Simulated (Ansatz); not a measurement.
## KTaSe3 (model cell, started as cubic perovskite with Ta in the octahedra): following an unstable mode

Aim: this structure of KTaSe3 (model cell, started as cubic perovskite with Ta in the octahedra) is to be tested for unstable modes, and one is followed downhill.

Method: DFT LDA, scalar-relativistic, plane waves, PAW, in Ansatz 0.2.0.

The structure was built from a prototype and need not be the compound's stable phase.

### Step 1. Set-up

The structure is cubic, space group Pm-3m (No. 221). The conventional cell has a = 4.998 Å, b = 4.998 Å, c = 4.998 Å, α = 90.00°, β = 90.00°, γ = 90.00°. Nearest to K lie 12 Se at 3.53 Å. Nearest to Ta lie 6 Se at 2.50 Å. Nearest to Se lie 2 Ta at 2.50 Å and 4 K at 3.53 Å. Farther neighbours and most contacts between anions are not listed.

### Step 2. The dispersion

The cell comes from relaxations at this level that are not shown. Stability and thermal properties need the whole zone. Linear response on a 2×2×2 q mesh gives force constants as far as a supercell of that size would.

Contents of input.yaml:

```yaml
crystal:
  lattice:
    - [4.9979636076, 0.0, 0.0]
    - [0.0, 4.9979636076, 0.0]
    - [0.0, 0.0, 4.9979636076]
  atoms:
    - { symbol: K, position: [0.0, 0.0, 0.0] }
    - { symbol: Ta, position: [0.5, 0.5, 0.5] }
    - { symbol: Se, position: [0.5, 0.5, 0.0] }
    - { symbol: Se, position: [0.5, 0.0, 0.5] }
    - { symbol: Se, position: [0.0, 0.5, 0.5] }
kpoints:
  mp_grid: { grid: [6, 6, 6] }
hamiltonian:
  xc: lda
scf:
  occupations: { method: methfessel_paxton, width: 0.15 }
output:
  eigenvalues: true
phonons:
  method: dfpt
  qmesh: [2, 2, 2]
  temperatures: { t_max: 1000, t_step: 50 }
  qpath:
    path:
      - [[0.0, 0.0, 0.0], [0.0, 0.5, 0.0], [0.5, 0.5, 0.0], [0.0, 0.0, 0.0], [0.5, 0.5, 0.5], [0.0, 0.5, 0.0]]
      - [[0.5, 0.5, 0.5], [0.5, 0.5, 0.0]]
    npoints: 10
```

Command:

```console
$ ansatz run input.yaml --threads 8 --pin off --max-ram 14336MiB --backend cpu --events-out ev --progress --plain --runs-dir out
```

Numbers of over 12 decimals in the logs are rounded to 6 here.

The program printed:

```text
Engine: ansatz 0.2.0, x86_64-unknown-linux-gnu
Pseudopotentials: kind: paw
Pseudopotential: K, paw, valence charge 9, recommended cutoff 420 eV (normal), K.paw.azcp
Pseudopotential: Ta, paw, valence charge 13, recommended cutoff 420 eV (normal), Ta.paw.azcp
Pseudopotential: Se, paw, valence charge 16, recommended cutoff 420 eV (normal), Se.paw.azcp
Functional definition: SPW92
  exchange = slater_x
  correlation = pw_c
Crystal: 5 atoms, lattice volume = 124.847 Å³
Basis set: ecut = 420 eV, 2469 PW (Γ), exchange–correlation on 72×72×72 points (8 copies of the dense FFT grid, shifted against one another)
Bands: 42, of which v1, the nominal top of the filled ones, is band 35 counted from 1 (34 counted from 0)
Symmetry: 48 space group operations
k-points: 20 of 216
Non-local potential: K, projectors of the file, l = 0: 3, l = 1: 2, l = 2: 2
Non-local potential: Ta, projectors of the file, l = 0: 3, l = 1: 2, l = 2: 2, l = 3: 1
Non-local potential: Se, projectors of the file, l = 0: 2, l = 1: 2, l = 2: 3, l = 3: 1
PAW form: soft (Blöchl's): semilocal exchange-correlation on the pseudo side does not see the compensation charge
PAW frozen core: K, regenerated for the run's functional, and the local potential with it (the file was generated under x = pbe(κ = 0.804, μ = 0.219515), c = pbe(β = 0.066725))
PAW frozen core: Ta, regenerated for the run's functional, and the local potential with it (the file was generated under x = pbe(κ = 0.804, μ = 0.219515), c = pbe(β = 0.066725))
PAW frozen core: Se, regenerated for the run's functional, and the local potential with it (the file was generated under x = pbe(κ = 0.804, μ = 0.219515), c = pbe(β = 0.066725))
PAW one-centre angular grid: K, 110 points (default); XC on 64 Gauss nodes
PAW one-centre angular grid: Ta, 590 points (default); XC on 64 Gauss nodes
PAW one-centre angular grid: Se, 590 points (default); XC on 64 Gauss nodes
Initial density: superposition of atomic densities (neutral atoms: chi_scale 0, normalization atom), corrected by the library's trained network
Initial wavefunctions: pseudopotential atomic-orbital guess
Functional: x = slater, c = lda
SCF iter   1: F=—  HF=-27332.562215 eV  |F-HF|=—  |Δ(HF+E_count)|=         —  Δρ=5.05e-3  dr2=2.08e-2  ethr=1.77e-3  ⟨swp⟩=6.8  Hψ=3140  notcnv=0
preconditioner: auto → Resta (q_TF=auto, 2.477 Å⁻¹)  ε∞=4.2  [insulator: Δε(μ)=0.262 eV  Ē_g=10.137 eV  σ=0.150 eV  W_gap=0.79  n_scr=26 (ndim 8)  ℏωp=18.2 eV  f_vac=0.050  D(μ)=0.60/eV (n_scr^D=0)  ε∞_Penn≈4.2]
SCF iter   2: F=—  HF=-27332.559731 eV  |F-HF|=—  |Δ(HF+E_count)|=   2.48e-3  S|Δr|=    0.00e0  Δρ=2.76e-3  dr2=4.77e-3  ethr=2.98e-5  ⟨swp⟩=2.7  Hψ=1551  notcnv=0
SCF iter   3: F=—  HF=-27332.559103 eV  |F-HF|=—  |Δ(HF+E_count)|=   6.28e-4  S|Δr|=    0.00e0  Δρ=1.07e-3  dr2=1.31e-3  ethr=6.81e-6  ⟨swp⟩=2.5  Hψ=1453  notcnv=0
SCF iter   4: F=—  HF=-27332.558945 eV  |F-HF|=—  |Δ(HF+E_count)|=   1.58e-4  S|Δr|=    0.00e0  Δρ=1.75e-4  dr2=7.94e-5  ethr=1.87e-6  ⟨swp⟩=2.0  Hψ=883  notcnv=0
SCF iter   5: F=—  HF=-27332.558944 eV  |F-HF|=—  |Δ(HF+E_count)|=   7.10e-7  S|Δr|=    0.00e0  Δρ=4.66e-5  dr2=4.52e-6  ethr=1.13e-7  ⟨swp⟩=2.0  Hψ=1005  notcnv=0
SCF iter   6: F=—  HF=-27332.558944 eV  |F-HF|=—  |Δ(HF+E_count)|=   3.84e-9  S|Δr|=    0.00e0  Δρ=1.64e-5  dr2=4.40e-7  ethr=6.45e-9  ⟨swp⟩=2.0  Hψ=1481  notcnv=0
SCF iter   7: F=—  HF=-27332.558944 eV  |F-HF|=—  |Δ(HF+E_count)|=   1.60e-7  S|Δr|=    0.00e0  Δρ=5.47e-6  dr2=4.53e-8  ethr=6.28e-10  ⟨swp⟩=2.0  Hψ=1480  notcnv=0
SCF iter   8: F=—  HF=-27332.558944 eV  |F-HF|=—  |Δ(HF+E_count)|=   2.53e-8  S|Δr|=    0.00e0  Δρ=1.50e-6  dr2=2.22e-9  ethr=6.47e-11  ⟨swp⟩=2.0  Hψ=1480  notcnv=0
SCF iter   9: F=—  HF=-27332.558944 eV  |F-HF|=—  |Δ(HF+E_count)|=  1.46e-11  S|Δr|=    0.00e0  Δρ=1.80e-7  dr2=4.18e-11  ethr=3.18e-12  ⟨swp⟩=2.0  Hψ=1056  notcnv=0
SCF iter  10: F=-27332.558944 eV  HF=-27332.558944 eV  |F-HF|=7.28e-12  |Δ(HF+E_count)|=  3.64e-12  S|Δr|=    0.00e0  Δρ=3.77e-8  dr2=2.28e-12  ethr=1.00e-12  ⟨swp⟩=8.7  Hψ=4204  notcnv=0
SCF 1 converged in 10 iterations: F = -27332.558944 eV  dr2 = 2.28e-12
  greatest PAW one-centre occupation: 1.000 electrons in one spin orbital (limit 2), on the Ta atom at site 1 (counted from 0), in its partial waves of l = 0
Initial density: read from a saved state, or passed on in memory by an earlier SCF of this step, an earlier step, the calling program or the single point that the run made first
iter 1 solved again at ethr=1.97e-7 eV; its pass at ethr=3.10e-3 eV (dr2=1.38e-4 eV) is discarded
SCF iter   1: F=—  HF=-27332.558944 eV  |F-HF|=—  |Δ(HF+E_count)|=         —  Δρ=5.26e-7  dr2=1.59e-10  ethr=1.97e-7  ⟨swp⟩=3.0  Hψ=5127  notcnv=0
eigensolver tolerance schedule: the retry pair's looser diagonalisation over-reported the residual by 865483.62 of it (diagonalisation noise at an unbounded share of the residual, at the tolerance the schedule requests for it); recorded, not acted on — ethr = c·dr2/N_el stays at c = 1.0e-1
preconditioner: auto → Resta (q_TF=auto, 2.477 Å⁻¹)  ε∞=4.2  [insulator: Δε(μ)=0.261 eV  Ē_g=10.169 eV  σ=0.150 eV  W_gap=0.79  n_scr=26 (ndim 8)  ℏωp=18.2 eV  f_vac=0.043  D(μ)=0.38/eV (n_scr^D=0)  ε∞_Penn≈4.2]
SCF iter   2: F=—  HF=-27332.558944 eV  |F-HF|=—  |Δ(HF+E_count)|=   6.24e-7  S|Δr|=    0.00e0  Δρ=2.61e-7  dr2=7.79e-11  ethr=1.00e-12  ⟨swp⟩=3.7  Hψ=2306  notcnv=0
SCF iter   3: F=—  HF=-27332.558944 eV  |F-HF|=—  |Δ(HF+E_count)|=  3.64e-11  S|Δr|=    0.00e0  Δρ=1.68e-7  dr2=1.80e-11  ethr=1.00e-12  ⟨swp⟩=1.0  Hψ=840  notcnv=0
SCF iter   4: F=-27332.558944 eV  HF=-27332.558944 eV  |F-HF|=0.00e0  |Δ(HF+E_count)|=  1.46e-11  S|Δr|=    0.00e0  Δρ=1.15e-7  dr2=7.69e-12  ethr=1.00e-12  ⟨swp⟩=4.3  Hψ=2164  notcnv=0
SCF 2 converged in 4 iterations: F = -27332.558944 eV  dr2 = 7.69e-12
phonons: the bands overlap, so this run is a metal and interpolates without the dipole-dipole term. If the crystal is really an insulator or semiconductor, its LO-TO splitting is missing
NSCF: frozen V_eff on 20 k-points
NSCF: frozen V_eff on 64 k-points
DFPT response loops at q = (0, 0, 0) (fractional): preconditioner auto → Kerker (q_TF=auto, 2.477 Å⁻¹) (partly filled bands, converged f_vac=0.043); β = 1.00, the filter's whole step (`scf.mixing.beta` (0.50) is not read by the response loops under this deck's `scf.mixing.preconditioner`; to damp them name `kerker` or `kerker_dos`, under which they read `scf.mixing.beta`, and type it under 1.00, their step now; both keys bind the ground state too); Broyden in place of MSR1
NSCF: frozen V_eff on 128 k-points
DFPT response loops at q = (0, 0, -0.5) (fractional): mixed as the last ones told, above
NSCF: frozen V_eff on 128 k-points
DFPT response loops at q = (0, -0.5, -0.5) (fractional): mixed as the last ones told, above
NSCF: frozen V_eff on 128 k-points
DFPT response loops at q = (-0.5, -0.5, -0.5) (fractional): mixed as the last ones told, above
SCF converged after 10 iterations
Stability not checked: this state was not tested for a lower state beside it, because cold or Methfessel-Paxton smearing, or corrected tetrahedra, fill the levels in a way that the test cannot read (fill_not_monotonic; see scf.lower_state_search)
Free energy (F): -27332.558944 eV
Harris-Foulkes:  -27332.558944 eV  (|F-HF|=7.28e-12)
Internal energy: -27332.566351 eV  (E = F + TS)
E sigma→0 (E₀):  -27332.560796 eV
Entropy (-TS):   0.007407 eV (1.481 meV/atom)
Fermi energy:    8.672693 eV
Step filling:    the computed levels leave a gap of 0.2614 eV = 1.7 smearing widths at the electron count; against every level under it full and every level over it empty, smearing changes F+E_penalty+E_count by +2.297 meV and its σ→0 estimate by +0.446 meV
--- Per-component energies (eV) ---
  E_band       = -1449.912990
  E_kinetic    = 981.061621
  E_local      = -9345.309341  (includes V_loc(G=0)·N_el)
  E_nonlocal   = -1734.219997
  E_hartree    = 4409.565603
  E_xc         = -662.431293
  E_vxc        = -665.447392  (∫ρ·V_xc dr)
  E_paw        = -14370.799592  (= ΣΔE_a)
  E_vpaw       = 494.872686  (= ΣTr[D̂ρ^β])
  E_aug_tail   = -0.001753  (compensation charges beyond the density's cutoff)
  E_ewald      = -6617.600089
  E_core_change = 7.168490  (= ΣΔE_core)
  E_smearing   = 0.007407  (= −TS)
  E_closure    = 0.000000  (closes the sum)
  Σ components = -27332.558944   (vs F -27332.558944, Δ=0.00e0)
--- Band table (eV; the first three rows and the last of 20) ---
  k-point 0: bands = [... 31 lower, 7.2668, 7.6512, 7.6512, 7.6512, 8.0658, 8.0658, 8.0658, 10.0396, ... 3 higher]
  k-point 1: bands = [... 31 lower, 7.0806, 7.0862, 7.6671, 7.7633, 7.7633, 8.8881, 8.8881, 10.0618, ... 3 higher]
  k-point 2: bands = [... 31 lower, 6.1165, 6.7761, 7.6995, 7.7402, 7.7402, 10.0069, 10.0069, 10.0909, ... 3 higher]
  k-point 19: bands = [... 31 lower, 3.9312, 8.7874, 8.7874, 8.7874, 10.7385, 10.7385, 10.7385, 11.8414, ... 3 higher]
--- Phonons (Γ-DFPT): 4 representative perturbations + reference (Σ response iterations 12) ---
  ASR residual: 2.409e-5 → 0.000e0 eV/Å²; symmetrization residual: 1.069e-5 eV/Å²
  ASR residual per site (eV/Å²): 1.53e-5 2.41e-5 8.40e-6 8.40e-6 8.40e-6
  Γ frequencies (cm⁻¹): 0.00 0.00 0.00 51.99 51.99 51.99 70.82 70.82 70.82 81.24 81.24 81.24 232.28 232.28 232.28
--- Phonons (arbitrary-q DFPT): 4 irreducible q on the 2×2×2 mesh ---
  q = [0.0000, 0.0000, 0.0000] (star 1, of the zone-centre solve; hermiticity 1.68e-6, symmetrization 8.17e-12): 0.00 0.00 0.00 51.99 51.99 51.99 70.82 70.82 70.82 81.24 81.24 81.24 232.28 232.28 232.28
  q = [0.0000, 0.0000, -0.5000] (star 3, 9 solved perturbations in 504 linear systems a pass and spin channel, the states on 64 of 216 k-point pairs; hermiticity 8.60e-7, symmetrization 1.17e-12): 14.41 14.41 66.58 66.58 66.67 66.67 82.07 83.65 93.70 95.19 95.19 152.82 230.56 230.56 270.09
  q = [0.0000, -0.5000, -0.5000] (star 3, 9 solved perturbations in 504 linear systems a pass and spin channel, the states on 64 of 216 k-point pairs; hermiticity 1.10e-6, symmetrization 9.88e-13): -49.12 -20.12 66.15 66.15 71.07 91.97 91.97 94.31 94.31 129.34 154.73 154.73 158.36 229.17 287.69
  q = [-0.5000, -0.5000, -0.5000] (star 1, 4 solved perturbations in 184 linear systems a pass and spin channel, the states on 64 of 216 k-point pairs; hermiticity 8.33e-8, symmetrization 3.05e-12): -50.89 -50.89 -50.89 70.91 70.91 70.91 96.06 96.06 130.28 130.28 130.28 155.98 155.98 155.98 303.59
  sum rule: each row above includes the acoustic sum rule's correction from the zone centre's row sums; it moved no ω² by more than (0.33 cm⁻¹)²
  mesh force constants: q→R imaginary residual 2.11e-18; ASR residual 2.409e-5 → 0.000e0 eV/Å²; symmetrization residual 1.599e-14 eV/Å²
  interpolated dispersion: 62 rows × 15 modes
  density of states and harmonic sums: on the 14×14×14 q-mesh, interpolated from the force constants of a 2×2×2 supercell (no non-analytic term)
  largest difference from the sums on the solved wave vectors: F 2.52e-1 eV, S 3.43e-4 and C_V 9.11e-5 eV/K
  zero-point energy: 0.101950 eV/cell   skipped modes (ω ≤ 0): 74, of them read as no rigid motion or as one in doubt: 71 (4.450e-1 modes/cell left out, lowest -50.89 cm⁻¹)   left out of the sums: 2.97e-2 of the cell's modes: C_V's classical limit lies that fraction below 3 k_B per atom; for a crystal, a wire or a layer, F and S can be off by more, and a phonons.interpolated_qmesh denser along its periods is the remedy for the sampling
```

Wall time 4.4 min (8 threads of Intel Xeon Platinum 8375C at 2.90GHz (Ice Lake), shared host); peak memory 1.4 GiB; 20 min of CPU time.

Numbers from this step:

```
volume per atom                                         : 24.97 Å³
gap on the k-mesh                                       : 0 eV
sum-rule residual before enforcement                    : 2.41e-5 eV/Å²
lowest frequency on the path                            : -50.89 cm⁻¹
point group                                             : m-3m
highest frequency on the path or at a solved wavevector : 303.6 cm⁻¹
highest optical mode at the zone centre (no LO-TO term) : 232.3 cm⁻¹
lowest optical zone-centre mode                         : 51.99 cm⁻¹
lowest mode on the q mesh (acoustic modes at Γ apart)   : -50.89 cm⁻¹
```

Frequencies (cm⁻¹) solved at each irreducible wavevector; negative means imaginary. Frequencies by wavevector, by row:

| q in reciprocal lattice units | star | mode 1 | mode 2 | mode 3 | mode 4 | mode 13 | mode 14 | mode 15 |
| --- | --- | --- | --- | --- | --- | --- | --- | --- |
| 0 0 0 | 1 | 0 | 0 | 0 | 52 | 232.3 | 232.3 | 232.3 |
| 0 0 -0.5 | 3 | 14.4 | 14.4 | 66.6 | 66.6 | 230.6 | 230.6 | 270.1 |
| 0 -0.5 -0.5 | 3 | -49.1 | -20.1 | 66.2 | 66.2 | 158.4 | 229.2 | 287.7 |
| -0.5 -0.5 -0.5 | 1 | -50.9 | -50.9 | -50.9 | 70.9 | 156 | 156 | 303.6 |

Interpolated from a 2×2×2 q mesh. Phonon branches along the path, in cm⁻¹:

| point | branch 1 | branch 2 | branch 3 | branch 4 | branch 12 | branch 13 | branch 14 | branch 15 |
| --- | --- | --- | --- | --- | --- | --- | --- | --- |
| Γ | 0 | 0 | 0 | 52 | 81 | 232 | 232 | 232 |
| halfway | 18 | 18 | 56 | 56 | 115 | 232 | 232 | 250 |
| X | 14 | 14 | 67 | 67 | 153 | 231 | 231 | 270 |
| halfway | -6 | 28 | 60 | 68 | 154 | 198 | 230 | 281 |
| M | -49 | -20 | 66 | 66 | 155 | 158 | 229 | 288 |
| halfway | 16 | 32 | 62 | 62 | 119 | 213 | 231 | 268 |
| Γ | 0 | 0 | 0 | 52 | 81 | 232 | 232 | 232 |
| halfway | 32 | 32 | 46 | 70 | 120 | 204 | 204 | 284 |
| R | -51 | -51 | -51 | 71 | 156 | 156 | 156 | 304 |
| halfway | 25 | 32 | 38 | 66 | 155 | 179 | 195 | 294 |
| X | 14 | 14 | 67 | 67 | 153 | 231 | 231 | 270 |
| jump to R | -51 | -51 | -51 | 71 | 156 | 156 | 156 | 304 |
| halfway | -50 | 29 | 29 | 70 | 155 | 155 | 177 | 300 |
| M | -49 | -20 | 66 | 66 | 155 | 158 | 229 | 288 |

Symmetry leaves 4 wavevectors to solve. The lowest mode among them, the acoustic zeros apart, lies at q = (-0.5, -0.5, -0.5) and is imaginary, 50.9i cm⁻¹, so the energy falls along it.

### Step 3. The mode frozen in, largest atomic shift 0 Å

The mode followed lies at q = (0, -0.5, -0.5) with frequency 49.1i cm⁻¹, one of the unstable modes though not the softest. At small amplitude the distorted cell has space group no. 127 by a symmetry search on the positions. The undistorted cell that holds it gives the zero of energy on the same k mesh.

System of this step: KTaSe3 (model cell, started as cubic perovskite with Ta in the octahedra). Symmetry: Pm-3m, No. 221, cubic system. The conventional cell has a = 4.998 Å, b = 4.998 Å, c = 4.998 Å, α = 90.00°, β = 90.00°, γ = 90.00°. K has 12 Se at 3.53 Å nearest. Nearest to Ta lie 6 Se at 2.50 Å. Se has 2 Ta at 2.50 Å and 4 K at 3.53 Å nearest. Nearest to Se lie 2 Ta at 2.50 Å and 4 K at 3.53 Å. Farther neighbours and most contacts between anions are not listed.

Contents of input.yaml:

```yaml
crystal:
  lattice:
    - [-4.9979636076, 0.0, 0.0]
    - [0.0, -4.9979636076, -4.9979636076]
    - [0.0, -4.9979636076, 4.9979636076]
  atoms:
    - { symbol: K, position: [0.0, 1.0, 0.0] }
    - { symbol: K, position: [0.0, 0.5, 0.5] }
    - { symbol: Ta, position: [0.5, 0.0, 0.5] }
    - { symbol: Ta, position: [0.5, 0.5, 0.0] }
    - { symbol: Se, position: [0.5, 0.75, 0.75] }
    - { symbol: Se, position: [0.5, 0.25, 0.25] }
    - { symbol: Se, position: [0.5, 0.25, 0.75] }
    - { symbol: Se, position: [0.5, 0.75, 0.25] }
    - { symbol: Se, position: [0.0, 0.0, 0.5] }
    - { symbol: Se, position: [0.0, 0.5, 0.0] }
kpoints:
  mp_grid: { grid: [6, 4, 4] }
hamiltonian:
  xc: lda
scf:
  occupations: { method: methfessel_paxton, width: 0.15 }
output:
  forces: true
  stress: true
  eigenvalues: true
```

The program printed:

```text
[...]
Crystal: 10 atoms, lattice volume = 249.695 Å³
Basis set: ecut = 420 eV, 4933 PW (Γ)
Bands: 84, of which v1, the nominal top of the filled ones, is band 70 counted from 1 (69 counted from 0)
Symmetry: 32 space group operations
[...]
k-points: 24 of 96
[...]
k-point 0: bands = [... 66 lower, 7.6671, 7.6686, 7.6686, 8.0634, 8.0668, 8.0668, 8.7230, 10.0579, ... 10 higher]
  k-point 1: bands = [... 66 lower, 7.2557, 7.2653, 7.5530, 8.3577, 8.5150, 8.6610, 8.6878, 10.1826, ... 10 higher]
  k-point 2: bands = [... 66 lower, 6.8043, 6.8043, 7.7368, 7.7368, 9.4655, 9.4655, 9.4918, 9.4918, ... 10 higher]
  k-point 23: bands = [... 66 lower, 6.4264, 6.4264, 8.7133, 8.7133, 10.4909, 10.4909, 10.4949, 10.4949, ... 10 higher]
[key lines of the parts left out:]
SCF converged after 6 iterations
Free energy (F): -54665.073064 eV
Fermi energy:    8.548862 eV
P = ⅓ Tr σ = 0.0311 GPa (0.311 kbar)
```

It took 5.5 s on 8 threads; peak memory 1.3 GiB; 35 s of CPU time.

Numbers from this step:

```yaml
pressure: 0.03107 GPa
energy_from_the_undistorted_cell: 0 meV/atom
```

The run ends at a pressure of 0.03 GPa.

### Step 4. The mode frozen in, largest atomic shift 0.45 Å

The atoms are moved along the unstable eigenvector, the largest shift by 0.45 Å, with the cell fixed.

input.yaml, the sections that differ from step 3:

```yaml
crystal:
  lattice:
    - [-4.9979636076, 0.0, 0.0]
    - [0.0, -4.9979636076, -4.9979636076]
    - [0.0, -4.9979636076, 4.9979636076]
  atoms:
    - { symbol: K, position: [0.0, 1.0, 0.0] }
    - { symbol: K, position: [0.0, 0.5, 0.5] }
    - { symbol: Ta, position: [0.5, 0.0, 0.5] }
    - { symbol: Ta, position: [0.5, 0.5, 0.0] }
    - { symbol: Se, position: [0.5, 0.704981665, 0.704981665] }
    - { symbol: Se, position: [0.5, 0.295018335, 0.295018335] }
    - { symbol: Se, position: [0.5, 0.204981665, 0.795018335] }
    - { symbol: Se, position: [0.5, 0.795018335, 0.204981665] }
    - { symbol: Se, position: [0.0, 0.0, 0.5] }
    - { symbol: Se, position: [0.0, 0.5, 0.0] }
# kpoints, hamiltonian, scf, output: as in step 3
```

The program printed:

```text
[...]
Crystal: 10 atoms, lattice volume = 249.695 Å³
Basis set: ecut = 420 eV, 4933 PW (Γ)
Bands: 84, of which v1, the nominal top of the filled ones, is band 70 counted from 1 (69 counted from 0)
Symmetry: 16 space group operations
[...]
k-points: 24 of 96
[...]
k-point 0: bands = [... 66 lower, 7.5844, 7.6577, 7.6577, 7.8312, 7.9499, 8.0831, 8.0831, 9.4648, ... 7 higher]
  k-point 1: bands = [... 66 lower, 7.1215, 7.2067, 7.6343, 7.8850, 8.4238, 8.5540, 8.7851, 9.9439, ... 7 higher]
  k-point 2: bands = [... 66 lower, 6.7352, 6.7352, 7.7125, 7.7125, 9.2657, 9.2657, 9.3517, 9.3517, ... 7 higher]
  k-point 23: bands = [... 66 lower, 6.4979, 6.4979, 8.4965, 8.4965, 9.6100, 9.6100, 10.4484, 10.4484, ... 7 higher]
[key lines of the parts left out:]
SCF converged after 8 iterations
Free energy (F): -54665.242940 eV
Fermi energy:    8.350250 eV
P = ⅓ Tr σ = -1.3657 GPa (-13.657 kbar)
```

Elapsed: 6.7 s, on 8 threads; peak memory 1.3 GiB.

Numbers from this step:

```
pressure                         : -1.366 GPa
energy from the undistorted cell : -16.96 meV/atom
```

The energy, extrapolated to zero smearing, is -16.96 meV/atom against the undistorted cell.

The run ends at a pressure of -1.37 GPa, with forces up to 0.034 eV/Å.

[end of part 1 of 2]

[Logs are printed without paths, hosts, clocks, repeated set-up lines and the standing remarks that a program may print on its own settings, such as how far it seeks lower states.]

[Hosts, paths, dates, database ids (printed as entryN), source tags and the programs' standing remarks are cut or masked in the printed files.]
